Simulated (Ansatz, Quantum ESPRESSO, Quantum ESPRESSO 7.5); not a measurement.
## Ba: work function by face

Which face of Ba holds its electrons most tightly, and does packing explain the order?

Main program and level: Quantum ESPRESSO 7.5; plane-wave DFT, PBE, GBRV ultrasoft pseudopotentials (geometry and cross-check by Ansatz 0.2.0 with PAW datasets; geometry under PBE).

The experiments to compare with:

“Anisotropic work function of elemental crystals” (2019, arxiv:1902.07811) quotes from earlier work for Ba (polycrystalline sample, no single face): work function, loosely compared (polycrystalline sample, no single face) 2.53 eV.

This is a report of a sequence of runs, with most program output left out.

**1. The starting structure**

The cell holds 7 atoms: 7 Ba. Its edges and angles: a = 4.347 Å, b = 4.347 Å, c = 37.298 Å, α = 90.0°, β = 90.0°, γ = 70.5°. It derives from Ba. Vacuum lies along c.

Structure file:

```cif
data_structure
_symmetry_space_group_name_H-M 'P 1'
_symmetry_Int_Tables_number 1
_cell_length_a 4.3474
_cell_length_b 4.3474
_cell_length_c 37.2981
_cell_angle_alpha 90.000
_cell_angle_beta 90.000
_cell_angle_gamma 70.529
_cell_volume 664.63
loop_
_atom_site_label
_atom_site_type_symbol
_atom_site_fract_x
_atom_site_fract_y
_atom_site_fract_z
_atom_site_occupancy
Ba1 Ba 0.00000 0.00000 0.21449 1
Ba2 Ba 0.50000 0.50000 0.30966 1
Ba3 Ba 0.00000 0.00000 0.40483 1
Ba4 Ba 0.50000 0.50000 0.50000 1
Ba5 Ba 0.00000 0.00000 0.59517 1
Ba6 Ba 0.50000 0.50000 0.69034 1
Ba7 Ba 0.00000 0.00000 0.78551 1
```

**2. Relaxation with Ansatz of (110)**

A relaxation in Ansatz fixes the structure of this slab for the runs on it.

input.yaml

```yaml
crystal:
  lattice:
    - [3.5496760416, -2.51, 0.0]
    - [3.5496760416, 2.51, 0.0]
    - [0.0, 0.0, 37.2980562493]
  atoms:
    - { symbol: Ba, position: [0.0, 0.0, 0.2144883891] }
    - { symbol: Ba, position: [0.5, 0.5, 0.309658926] }
    - { symbol: Ba, position: [0.0, 0.0, 0.404829463] }
    - { symbol: Ba, position: [0.5, 0.5, 0.5] }
    - { symbol: Ba, position: [0.0, 0.0, 0.595170537] }
    - { symbol: Ba, position: [0.5, 0.5, 0.690341074] }
    - { symbol: Ba, position: [0.0, 0.0, 0.7855116109] }
kpoints:
  mp_grid: { grid: [8, 8, 1] }
hamiltonian:
  xc: pbe
scf:
  occupations: { method: fermi_dirac, width: 0.1 }
  convergence: { dr2_threshold: 1.0e-08 }
efield:
  axis: 3
  dipole_correction: true
  ramp_position: 0.97
  ramp_width: 0.04
relax:
  f_tol: 0.01
  constraints: [{ sites: [2, 3, 4] }]
output:
  write_potential: true
  write_density: true
  volumetric_format: npy
```

Launch:

```sh
$ ansatz run input.yaml --threads 4 --pin off --max-ram 8192MiB --backend cpu --events-out ev --progress --plain --runs-dir out
```

Wall time 50 s (4 threads of Arm Neoverse V2, shared host); peak memory 1.3 GiB.

The steps of the relaxation:

```
step  energy less that of the first step (eV)  largest force component (eV/Å)
   1                                   0.0000                          0.0650
   2                                  -0.0028                          0.0391
   3                                  -0.0045                          0.0027
```

The atoms that moved most (Å):

```
atom     dx     dy      dz  length
 Ba1  0.000  0.000   0.067   0.067
 Ba7  0.000  0.000  -0.067   0.067
 Ba6  0.000  0.000   0.014   0.014
 Ba2  0.000  0.000  -0.014   0.014
```

 Held were the atoms numbered 3, 4 and 5; the forces quoted are those on the free ones.

Read from the output:

* free energy: -41646.2424 eV
* energy at zero smearing: -41646.0786 eV
* smearing term TS: 0.3277 eV
* Fermi energy: 3.140 eV
* symmetry operations: 4
* work function of the upper face: 2.431 eV
* work function of the lower face: 2.432 eV
* dipole along the normal: 5.46e-5 e·Å

**3. SCF with pw.x of (110), PBE**

Both faces of the slab are alike, so a plain periodic cell serves and symmetry is kept.

Level of this step: plane-wave DFT, PBE, GBRV ultrasoft pseudopotentials (Quantum ESPRESSO 7.5).

110.pbe.in

```
&control
  prefix = '110.pbe'
  outdir = './out'
  pseudo_dir = './pseudo'
  calculation = 'scf'
  tprnfor = .true.
/
&system
  ibrav = 0
  nat = 7
  ntyp = 1
  ecutwfc = 40
  ecutrho = 200
  occupations = 'smearing'
  smearing = 'mv'
  degauss = 0.02
/
&electrons
  conv_thr = 1e-07
  mixing_beta = 0.4
  electron_maxstep = 120
  mixing_mode = 'local-TF'
/
ATOMIC_SPECIES
  Ba  137.3270  ba_pbe_v1.uspp.F.UPF
CELL_PARAMETERS angstrom
  3.54967604160000 -2.51000000000000 0.00000000000000
  3.54967604160000 2.51000000000000 0.00000000000000
  0.00000000000000 0.00000000000000 37.29805624930000
ATOMIC_POSITIONS crystal
  Ba  0.000000000000 0.000000000000 0.216271923471
  Ba  0.500000000000 0.500000000000 0.309277830626
  Ba  0.000000000000 0.000000000000 0.404829463000
  Ba  0.500000000000 0.500000000000 0.500000000000
  Ba  0.000000000000 0.000000000000 0.595170537000
  Ba  0.500000000000 0.500000000000 0.690722346934
  Ba  0.000000000000 0.000000000000 0.783728394748
K_POINTS automatic
  8 8 1 0 0 0
```

Launch:

```sh
$ OMP_NUM_THREADS=1 mpirun -n 4 pw.x -nk 4 -in 110.pbe.in > 110.pbe.out
```

The job ended after 3.2 min (4 MPI ranks; peak memory 2.2 GiB; 13 min of CPU time).

Read from the output:

```
free energy  : -6692.6091 eV
Fermi energy : 3.182 eV
```

**4. Electrostatic potential of (110)**

The vacuum level is read from the electrostatic potential (plot_num = 11), averaged over planes.

110.pbe.pot.in

```
&inputpp
  prefix = '110.pbe'
  outdir = './out'
  filplot = '110.pbe.pot.dat'
  plot_num = 11
/
```

Launch:

```sh
$ OMP_NUM_THREADS=1 mpirun -n 4 pp.x -in 110.pbe.pot.in > 110.pbe.pot.out
```

Wall time 1.3 s (4 MPI ranks); peak memory 0.33 GiB.

This step gave:

```
work function of the upper face                                       : 2.403 eV
slope of the potential above                                          : 0.006115 eV/Å
upper vacuum line continued to the top atoms, over the Fermi level    : 2.371 eV
work function of the lower face                                       : 2.404 eV
slope of the potential below                                          : -0.003538 eV/Å
lower vacuum line continued to the bottom atoms, over the Fermi level : 2.384 eV
```

Electrostatic potential energy of an electron; zero at the Fermi level. Potential energy, planar mean against z:

```
z (Å)  potential energy, planar mean (eV)
    0                                2.41
    1                                2.41
    2                                2.41
    3                                2.40
    4                                2.38
    5                                2.27
    6                                1.68
    7                               -1.27
    8                               -6.14
    9                               -1.61
   10                                1.19
   11                               -4.44
   12                               -4.89
   13                                1.08
   14                              -0.462
   15                               -5.97
   16                               -1.81
   17                                1.40
   18                               -3.74
   19                               -5.41
   20                               0.760
   21                               0.120
   22                               -5.83
   23                               -2.60
   24                                1.46
   25                               -2.87
   26                               -5.69
   27                               0.314
   28                               0.227
   29                               -5.83
   30                               -3.33
   31                                1.24
   32                                2.18
   33                                2.37
   34                                2.40
   35                                2.41
   36                                2.41
   37                                2.41
```

**5. SCF with pw.x of (110), LDA**

The same atoms under a second functional.

Level of this step: plane-wave DFT, LDA, GBRV ultrasoft pseudopotentials (Quantum ESPRESSO 7.5).

110.lda.in is the input of step 3 with these lines changed:

```diff
@@ -1,3 +1,3 @@
 &control
-  prefix = '110.pbe'
+  prefix = '110.lda'
   outdir = './out'
@@ -24,3 +24,3 @@
 ATOMIC_SPECIES
-  Ba  137.3270  ba_pbe_v1.uspp.F.UPF
+  Ba  137.3270  ba_lda_v1.uspp.F.UPF
 CELL_PARAMETERS angstrom
```

Launch:

```sh
$ OMP_NUM_THREADS=1 mpirun -n 4 pw.x -nk 4 -in 110.lda.in > 110.lda.out
```

The job ended after 3.1 min (4 MPI ranks; peak memory 2.2 GiB; 12 min of CPU time).

This step gave:

| Property | Result |
| --- | --- |
| free energy | -6698.8178 eV |
| Fermi energy | 2.967 eV |

**6. Potential by pp.x of (110)**

110.lda.pot.in

```
&inputpp
  prefix = '110.lda'
  outdir = './out'
  filplot = '110.lda.pot.dat'
  plot_num = 11
/
```

Launch:

```sh
$ OMP_NUM_THREADS=1 mpirun -n 4 pp.x -in 110.lda.pot.in > 110.lda.pot.out
```

Run time: 1.2 s. Hardware: 4 MPI ranks; peak memory 0.33 GiB.

This step gave:

| Item | Value |
| --- | --- |
| work function of the upper face | 2.570 eV |
| slope of the potential above | 0.005074 eV/Å |
| upper vacuum line continued to the top atoms, over the Fermi level | 2.544 eV |
| work function of the lower face | 2.571 eV |
| slope of the potential below | -0.002893 eV/Å |
| lower vacuum line continued to the bottom atoms, over the Fermi level | 2.555 eV |

On (110) the work function under LDA lies +0.17 eV from PBE's.

**7. Geometry from Ansatz of (100)**

Level of this step: plane-wave DFT, PBE, Ansatz PAW (Ansatz 0.2.0).

System of this step: Ba(100), 5 layers. The cell holds 5 atoms: 5 Ba. Its edges and angles: a = 5.020 Å, b = 5.020 Å, c = 26.040 Å, α = 90.0°, β = 90.0°, γ = 90.0°. It derives from Ba. Vacuum lies along c.

input.yaml, the sections that differ from step 2:

```yaml
crystal:
  lattice:
    - [5.02, 0.0, 0.0]
    - [0.0, 5.02, 0.0]
    - [0.0, 0.0, 26.04]
  atoms:
    - { symbol: Ba, position: [0.0, 0.0, 0.3072196621] }
    - { symbol: Ba, position: [0.5, 0.5, 0.403609831] }
    - { symbol: Ba, position: [0.0, 0.0, 0.5] }
    - { symbol: Ba, position: [0.5, 0.5, 0.596390169] }
    - { symbol: Ba, position: [0.0, 0.0, 0.6927803379] }
kpoints:
  mp_grid: { grid: [6, 6, 1] }
relax:
  f_tol: 0.01
  constraints: [{ sites: [2] }]
# hamiltonian, scf, efield, output: as in step 2
```

Launch:

```sh
$ ansatz run input.yaml --threads 4 --pin off --max-ram 8192MiB --backend cpu --events-out ev --progress --plain --runs-dir out
```

The job ended after 15 s (4 threads; peak memory 0.93 GiB).

The steps of the relaxation:

```
step  energy less that of the first step (eV)  largest force component (eV/Å)
   1                                   0.0000                          0.1028
   2                                  -0.0051                          0.0705
   3                                  -0.0099                          0.0017
```

Forces are held to the 8 operations that the run works with; a distortion that breaks them can't arise in this run.

The atoms that moved most (Å):

```
atom     dx     dy      dz  length
 Ba4  0.000  0.000  -0.057   0.057
 Ba2  0.000  0.000   0.057   0.057
 Ba1  0.000  0.000  -0.056   0.056
 Ba5  0.000  0.000   0.056   0.056
```

The relaxed structure:

```xyz
5
Lattice="5.0200 0.0000 0.0000 0.0000 5.0200 0.0000 0.0000 0.0000 26.0400" Properties=species:S:1:pos:R:3
Ba    0.0000    0.0000    7.9444
Ba    2.5100    2.5100   10.5670
Ba    0.0000    0.0000   13.0200
Ba    2.5100    2.5100   15.4730
Ba    0.0000    0.0000   18.0956
```

The relaxation lowers the energy by 2 meV an atom. Held were the atoms numbered 3; the forces quoted are those on the free ones.

This step gave:

```
free energy                     : -29746.8127 eV
energy at zero smearing         : -29746.6692 eV
smearing term TS                : 0.2869 eV
Fermi energy                    : 1.677 eV
symmetry operations             : 8
work function of the upper face : 2.358 eV
work function of the lower face : 2.359 eV
dipole along the normal         : 4.17e-5 e·Å
```

**8. Self-consistent run of (100), PBE**

Level of this step: plane-wave DFT, PBE, GBRV ultrasoft pseudopotentials (Quantum ESPRESSO 7.5).

100.pbe.in

```
&control
  prefix = '100.pbe'
  outdir = './out'
  pseudo_dir = './pseudo'
  calculation = 'scf'
  tprnfor = .true.
/
&system
  ibrav = 0
  nat = 5
  ntyp = 1
  ecutwfc = 40
  ecutrho = 200
  occupations = 'smearing'
  smearing = 'mv'
  degauss = 0.02
/
&electrons
  conv_thr = 1e-07
  mixing_beta = 0.4
  electron_maxstep = 120
  mixing_mode = 'local-TF'
/
ATOMIC_SPECIES
  Ba  137.3270  ba_pbe_v1.uspp.F.UPF
CELL_PARAMETERS angstrom
  5.02000000000000 0.00000000000000 0.00000000000000
  0.00000000000000 5.02000000000000 0.00000000000000
  0.00000000000000 0.00000000000000 26.04000000000000
ATOMIC_POSITIONS crystal
  Ba  -0.000000000000 0.000000000000 0.305085704316
  Ba  0.500000000000 0.500000000000 0.405798283835
  Ba  0.000000000000 0.000000000000 0.500000000000
  Ba  0.500000000000 0.500000000000 0.594201684655
  Ba  0.000000000000 0.000000000000 0.694914221419
K_POINTS automatic
  6 6 1 0 0 0
```

Launch:

```sh
$ OMP_NUM_THREADS=1 mpirun -n 4 pw.x -nk 2 -in 100.pbe.in > 100.pbe.out
```

The job ended after 60 s (4 MPI ranks; peak memory 1.7 GiB).

Read from the output:

| Quantity | Value |
| --- | --- |
| free energy | -4779.9245 eV |
| Fermi energy | 1.712 eV |

**9. Potential by pp.x of (100)**

100.pbe.pot.in

```
&inputpp
  prefix = '100.pbe'
  outdir = './out'
  filplot = '100.pbe.pot.dat'
  plot_num = 11
/
```

Launch:

```sh
$ OMP_NUM_THREADS=1 mpirun -n 4 pp.x -in 100.pbe.pot.in > 100.pbe.pot.out
```

It took 1.2 s on 4 MPI ranks; peak memory 0.33 GiB.

This step gave:

| Quantity | Value |
| --- | --- |
| work function of the upper face | 2.353 eV |
| slope of the potential above | 0.004319 eV/Å |
| upper vacuum line continued to the top atoms, over the Fermi level | 2.330 eV |
| work function of the lower face | 2.354 eV |
| slope of the potential below | -0.003030 eV/Å |
| lower vacuum line continued to the bottom atoms, over the Fermi level | 2.336 eV |

The potential energy, planar mean oscillates, so the rows of the table below give means over windows of 2.55 Å about each position, cut where the curve ends. Its maxima inside the range that stand out by 2 % of the span (Å: eV): 9.3: -0.277, 11.8: -0.759, 14.2: -0.759, 16.8: -0.277. Its minima: 8.0: -3.75, 10.6: -3.26, 13.1: -3.38, 15.4: -3.26, 18.1: -3.75.

Electrostatic potential energy of an electron; zero at the Fermi level. Table of potential energy, planar mean by z; means over each step:

```
z (Å)  potential energy, planar mean (eV)
 1.27                                2.36
 3.82                                2.32
 6.38                               0.424
 8.92                               -2.07
11.47                               -2.23
14.03                               -2.26
16.57                               -1.96
19.12                              -0.800
21.67                                2.27
24.22                                2.35
```

**10. Ground state of (100), LDA**

Level of this step: plane-wave DFT, LDA, GBRV ultrasoft pseudopotentials (Quantum ESPRESSO 7.5).

100.lda.in is the input of step 8 with these lines changed:

```diff
@@ -1,3 +1,3 @@
 &control
-  prefix = '100.pbe'
+  prefix = '100.lda'
   outdir = './out'
@@ -24,3 +24,3 @@
 ATOMIC_SPECIES
-  Ba  137.3270  ba_pbe_v1.uspp.F.UPF
+  Ba  137.3270  ba_lda_v1.uspp.F.UPF
 CELL_PARAMETERS angstrom
```

Launch:

```sh
$ OMP_NUM_THREADS=1 mpirun -n 4 pw.x -nk 2 -in 100.lda.in > 100.lda.out
```

It took 56 s on 4 MPI ranks; peak memory 1.7 GiB.

Read from the output:

* free energy: -4784.1681 eV
* Fermi energy: 1.511 eV

**11. Potential by pp.x of (100)**

100.lda.pot.in

```
&inputpp
  prefix = '100.lda'
  outdir = './out'
  filplot = '100.lda.pot.dat'
  plot_num = 11
/
```

Launch:

```sh
$ OMP_NUM_THREADS=1 mpirun -n 4 pp.x -in 100.lda.pot.in > 100.lda.pot.out
```

Wall time 1.1 s (4 MPI ranks); peak memory 0.33 GiB.

This step gave:

- work function of the upper face: 2.526 eV
- slope of the potential above: 0.003632 eV/Å
- upper vacuum line continued to the top atoms, over the Fermi level: 2.507 eV
- work function of the lower face: 2.527 eV
- slope of the potential below: -0.002532 eV/Å
- lower vacuum line continued to the bottom atoms, over the Fermi level: 2.512 eV

On (100) the work function under LDA lies +0.17 eV from PBE's.

**12. Geometry from Ansatz of (111)**

Level of this step: plane-wave DFT, PBE, Ansatz PAW (Ansatz 0.2.0).

System of this step: Ba(111), 9 layers. The cell holds 9 atoms: 9 Ba. Cell: a = 7.099 Å, b = 7.099 Å, c = 27.593 Å, α = 90.0°, β = 90.0°, γ = 60.0°. It derives from Ba. Vacuum lies along c.

input.yaml, the sections that differ from step 7:

```yaml
crystal:
  lattice:
    - [7.0993520831, 0.0, 0.0]
    - [3.5496760416, 6.1482192544, 0.0]
    - [0.0, 0.0, 27.5931934053]
  atoms:
    - { symbol: Ba, position: [0.3333333333, 0.3333333333, 0.2899265729] }
    - { symbol: Ba, position: [0.6666666667, 0.6666666667, 0.3424449297] }
    - { symbol: Ba, position: [0.0, 0.0, 0.3949632865] }
    - { symbol: Ba, position: [0.3333333333, 0.3333333333, 0.4474816432] }
    - { symbol: Ba, position: [0.6666666667, 0.6666666667, 0.5] }
    - { symbol: Ba, position: [0.0, 0.0, 0.5525183568] }
    - { symbol: Ba, position: [0.3333333333, 0.3333333333, 0.6050367135] }
    - { symbol: Ba, position: [0.6666666667, 0.6666666667, 0.6575550703] }
    - { symbol: Ba, position: [0.0, 0.0, 0.7100734271] }
relax:
  f_tol: 0.01
  constraints: [{ sites: [2, 3, 4, 5, 6] }]
# kpoints, hamiltonian, scf, efield, output: as in step 7
```

Launch:

```sh
$ ansatz run input.yaml --threads 4 --pin off --max-ram 8192MiB --backend cpu --events-out ev --progress --plain --runs-dir out
```

Elapsed: 55 s, on 4 threads; peak memory 1.8 GiB; 3.6 min of CPU time.

The steps of the relaxation:

```
step  energy less that of the first step (eV)  largest force component (eV/Å)
   1                                   0.0000                          0.2167
   2                                  -0.0338                          0.1505
   3                                  -0.0602                          0.0213
   4                                  -0.0607                          0.0018
```

The atoms that moved most (Å):

```
atom     dx     dy      dz  length
 Ba2  0.000  0.000   0.254   0.254
 Ba8  0.000  0.000  -0.254   0.254
 Ba9  0.000  0.000  -0.080   0.080
 Ba1  0.000  0.000   0.080   0.080
```

The relaxation lowers the energy by 7 meV an atom. Held were the atoms numbered 3, 4, 5, 6 and 7; the forces quoted are those on the free ones.

Numbers from this step:

| Item | Value |
| --- | --- |
| free energy | -53543.9363 eV |
| energy at zero smearing | -53543.6881 eV |
| smearing term TS | 0.4962 eV |
| Fermi energy | 1.572 eV |
| symmetry operations | 6 |
| work function of the upper face | 2.378 eV |
| work function of the lower face | 2.378 eV |
| dipole along the normal | 5.74e-5 e·Å |

(Continued in part 2 of 2.)

[Logs are printed without paths, hosts, clocks, repeated set-up lines and the standing remarks that a program may print on its own settings, such as how far it seeks lower states.]

[Hosts, paths, dates, database ids (printed as entryN), source tags and the programs' standing remarks are cut or masked in the printed files.]

[Maps of the electrostatic potential energy from Ansatz leave out the sawtooth potential of an applied field or a dipole correction, so their vacuum need not be flat; planar profiles and work functions include it.]
